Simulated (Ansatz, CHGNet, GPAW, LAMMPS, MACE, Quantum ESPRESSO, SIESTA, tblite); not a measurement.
# Which run comes nearest? Amorphous Zn20Hg10Se19S11 (60 atoms)

Density of this cell: 6.05 g/cm³. The cell holds 60 atoms: 20 Zn, 10 Hg, 19 Se and 11 S. Its edges and angles: a = 11.236 Å, b = 11.236 Å, c = 11.236 Å, α = 90.0°, β = 90.0°, γ = 90.0°. 60 atoms (20 Zn, 10 Hg, 19 Se, 11 S) placed at random at 6.05 g/cm³, melted at 2500 K for 10 ps at fixed volume with the Stillinger-Weber II-VI potential (Zhou et al., Phys. Rev. B 88, 085309 (2013)). Quenched from 2500 K to 500 K at 100 K/ps and fixed volume, held 5 ps.

Geometry: as built.

The reference, a calculation:

| Item | Value |
| --- | --- |
| method | Kohn-Sham DFT, PBE, PAW, plane waves (Ansatz 0.2.0); cutoff 420 eV, Γ point, fermi-dirac smearing of 0.05 eV; PAW set soft_2 |
| r.m.s. force component | 0.5476 eV/Å |
| longest force | 2.387 eV/Å |
| pressure | 0.6194 GPa |
| SCF cycles | 12 |
| time | 32 s on 4 threads of Arm Neoverse V1, shared host |
| CPU time | 2 min |

**Question.** The same geometry is run in other programs. How far does each lie from the reference, and what does it cost?
- SIESTA PBE, DZP, shift 0.01 Ry, mesh 150 Ry (SIESTA 5.4.2; 1 thread)
- SIESTA PBE, DZP, shift 0.01 Ry, mesh 500 Ry (SIESTA 5.4.2; 2 MPI ranks)
- GPAW PBE, LCAO dzp, h 0.2 Å (GPAW 26.7.0; 1 thread)
- CHGNet 0.3.0 potential (CHGNet 0.3.0; 1 thread)
- tblite GFN1-xTB (tblite 0.8.0; 1 thread)
- GPAW PBE, LCAO dzp, h 0.2 Å, other mixer settings (GPAW 26.7.0; 1 thread)
- SIESTA PBE, SZ, shift 0.02 Ry, mesh 500 Ry (SIESTA 5.4.2; 1 thread)
- GPAW PBE, grid h 0.24 Å (GPAW 26.7.0; 4 MPI ranks)
- QE PBE, sssp-1.3.0-efficiency, 45/360 Ry (Quantum ESPRESSO 7.5; 4 MPI ranks)
- MACE MPA-0 medium potential (MACE MPA-0 medium; 1 thread)

Differences are against the plane-wave reference, forces as r.m.s. over components; share is that over the reference's r.m.s. force, slope the least-squares factor from reference forces to these. Total energies of different programs have different zeros and aren't compared.

```
                                                 run  Δ force, r.m.s. (meV/Å)  share (%)  slope  Δ pressure (GPa)  cores  CPU time  memory (GiB)
                                           reference                        -          -      -                 -      4     2 min           2.2
SIESTA PBE, DZP, shift 0.01 Ry, mesh 150 Ry (coarse)                      178       32.6  1.071             -1.73      1      84 s          0.48
         SIESTA PBE, DZP, shift 0.01 Ry, mesh 500 Ry                      179       32.7  1.073             -1.99      2   4.9 min           1.7
                         GPAW PBE, LCAO dzp, h 0.2 Å                     54.3       9.92  1.038                 -      1   4.2 min           1.6
                              CHGNet 0.3.0 potential                      215       39.3  0.758            -0.566      1     3.5 s          0.58
                                     tblite GFN1-xTB                      332       60.6  0.732             0.591      1     3.2 s          0.12
   GPAW PBE, LCAO dzp, h 0.2 Å, other mixer settings                     54.0       9.86  1.038                 -      1   4.9 min           1.4
 SIESTA PBE, SZ, shift 0.02 Ry, mesh 500 Ry (coarse)                     1520        278  1.576             -10.6      1   3.3 min          0.83
                    GPAW PBE, grid h 0.24 Å (coarse)                     23.9       4.36  1.017                 -      4    53 min           2.7
            QE PBE, sssp-1.3.0-efficiency, 45/360 Ry                     7.52       1.37  0.996            -0.340      4    22 min           3.4
                         MACE MPA-0 medium potential                      131       23.9  0.931             0.126      1     8.2 s          0.76
```

Rows marked coarse were listed beforehand as settings not expected to be converged; some can still land near the reference.

Times of the machine-learned potentials are mostly Python's start and the loading of weights.

CPU time is summed over cores on a shared host, where runs went side by side, so it is rough. Symmetry, cutoffs, thresholds, outputs and thread counts weren't matched or tuned between programs; memory under MPI is the largest rank's times the ranks.

PBE on plane waves or a grid with other potentials, cutoffs or grids, coarse settings apart, differs from the reference by 1.4 % (QE PBE, sssp-1.3.0-efficiency, 45/360 Ry) of the r.m.s. force; this holds the reference's own error, so differences of a few per cent don't tell which side is nearer the exact PBE result (QE's 45 Ry are 612 eV, against the reference's 420 eV). The PBE runs in local orbitals, coarse settings apart, differ by 9.9 % (GPAW PBE, LCAO dzp, h 0.2 Å, other mixer settings) to 33 % (SIESTA PBE, DZP, shift 0.01 Ry, mesh 500 Ry); basis, grid and potentials can all enter. Tight binding differs by 61 % (tblite GFN1-xTB); it is another model, with fitted parameters of its own, and the xTB methods hold dispersion. Machine-learned potentials differ by 24 % (MACE MPA-0 medium potential) to 39 % (CHGNet 0.3.0 potential); they were trained on other programs' data. Among those trained on PBE data the slope goes as low as 0.76, which softening far from their training structures can give, though the reference's k-sampling is untested too. Periodic xTB results under one method name differ between programs and library versions. Machine-learned potentials mimic data converged in k, so the reference's own k-point error enters their differences. The network of bonds at the start is that of the classical potential that made the cell, and needn't be the one that DFT or experiment would give. The electronic-structure runs sample only Γ, in a cell whose shortest periodic width is 11 Å, which is coarse for a cell with partly filled levels.

[Logs are printed without paths, hosts, clocks, repeated set-up lines and the standing remarks that a program may print on its own settings, such as how far it seeks lower states.]

[Hosts, paths, dates, database ids (printed as entryN), source tags and the programs' standing remarks are cut or masked in the printed files.]
